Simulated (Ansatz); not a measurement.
Reflectivity of Cs (Im-3m) at normal incidence (Ansatz, PBE, independent particles, without spin-orbit coupling, line width 0.1 eV (Gaussian), carrier damping 0.1 eV):

| E (eV) | R (%) |
| --- | --- |
| 1.00 | 60.6 |
| 1.25 | 60.5 |
| 1.50 | 62.9 |
| 1.75 | 62.4 |
| 2.00 | 59.8 |
| 2.25 | 54.1 |
| 2.50 | 45.6 |
| 2.75 | 35.8 |
| 3.00 | 16.0 |
| 3.25 | 5.2 |
| 3.50 | 2.8 |
| 3.75 | 2.2 |
| 4.00 | 2.2 |
| 4.25 | 5.2 |
| 4.50 | 2.1 |
| 4.75 | 0.3 |
| 5.00 | 0.7 |

Task: What colour would a polished face show in daylight?

Result: Yellow: CIE x = 0.354, y = 0.376, luminous reflectivity 54 % under D65, from the mean over the axes.
